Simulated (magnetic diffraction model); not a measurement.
# Solving a magnetic structure from powder neutron data: Rb2NaTmI6

Space group Fm-3m (no. 225), a = 11.7770 Å.

```
site  atom    x    y       z
  4a    Tm    0    0       0
 24e     I    0    0  0.7536
  8c    Rb  1/4  1/4     3/4
  4b    Na  1/2    0       0
```

The compound is invented for this exercise: a known structure type with other elements, its cell scaled to their sizes and not relaxed.

Only Tm is taken to order (form factors of Tm3+); orders and moment sizes are assumed, and not adapted to the symmetry. Radiation: neutrons of λ = 1.594 Å, 5° to 60°; isotropic B of 0.47 Å² (Tm), 0.66 Å² (I), 0.51 Å² (Rb) and 0.72 Å² (Na). The intensities are simulated: I ∝ L Σ (|F_N|² + |F_M⊥|²) for unpolarised neutrons, with F_M = 2.695 fm/μB × Σ f(s) S exp(2πi Q·r) exp(−B s²) at Q = H ± k (one set where k and −k are equivalent), only the part normal to Q counting and L = 1/(sin²θ cos θ). For collinear order S is the moment m, which repeats by lattice and centring translations R with the sign exp(−2πi k·R). Form factors are spin-only for 3d ions and dipole or tabulated for f ions, scattering lengths are Sears's of 1992, and absorption is left out. A label names one of the reflections at its angle. The strongest nuclear line in the range is 100, and lines under 0.2 are left out.

Above the ordering temperature:

```tsv
2θ (°)	index	I
13.46	(1 1 1)	3.8
15.56	(2 0 0)	6.2
22.07	(2 2 0)	25.7
25.94	(3 1 1)	1.9
27.12	(2 2 2)	68.2
31.41	(4 0 0)	99.5
34.31	(3 3 1)	0.6
35.23	(4 2 0)	4.9
38.72	(4 2 2)	17.3
41.18	(5 1 1)	2.0
45.02	(4 4 0)	100.0
47.20	(5 3 1)	2.1
47.91	(6 0 0)	3.4
50.68	(6 2 0)	10.8
52.69	(5 3 3)	0.5
53.35	(6 2 2)	56.1
55.92	(4 4 4)	44.8
57.80	(7 1 1)	1.8
58.42	(6 4 0)	1.9
```

Below it (cell unchanged):

```csv
2θ (°),I
13.46,38.5
15.56,25.5
22.07,44.1
25.94,27.7
27.12,76.0
31.41,103.7
34.31,14.2
35.23,17.7
38.72,27.5
41.18,13.8
45.02,103.5
47.20,14.6
47.91,10.9
50.68,16.0
52.69,5.2
53.35,60.7
55.92,46.2
57.80,9.1
58.42,5.5
```

**Question.** Find the propagation vector, then choose among these models:
A. collinear moments along [110], 5.8 μB on Tm
B. collinear moments along [101], 5.8 μB on Tm
C. collinear moments along [100], 5.8 μB on Tm

No line moves, and magnetic intensity falls on nuclear lines such as the one at 13.46°, so the magnetic cell equals the chemical primitive cell: k = 0.

Magnetic intensity, observed (below minus above) and for each model:

| 2θ (°) | index | observed | A | B | C |
| --- | --- | --- | --- | --- | --- |
| 13.46 | (1 1 1) | 34.7 | 34.7 | 34.7 | 34.7 |
| 15.56 | (2 0 0) | 19.3 | 19.3 | 19.3 | 19.3 |
| 22.07 | (2 2 0) | 18.4 | 18.4 | 18.4 | 18.4 |
| 25.94 | (3 1 1) | 25.8 | 25.8 | 25.8 | 25.8 |
| 27.12 | (2 2 2) | 7.8 | 7.8 | 7.8 | 7.8 |
| 31.41 | (4 0 0) | 4.2 | 4.2 | 4.2 | 4.2 |
| 34.31 | (3 3 1) | 13.7 | 13.7 | 13.7 | 13.7 |
| 35.23 | (4 2 0) | 12.8 | 12.8 | 12.8 | 12.8 |

Models A, B and C match alike on every line, so these data can't choose among them (such ties are often domains of one structure): a powder sees only the angle between collinear moments and the unique axis of a uniaxial spin configuration, and no direction at all where the configuration is cubic.

The structure used: k = (0 0 0), collinear moments along [100], 5.8 μB on Tm.

[Logs are printed without paths, hosts, clocks, repeated set-up lines and the standing remarks that a program may print on its own settings, such as how far it seeks lower states.]
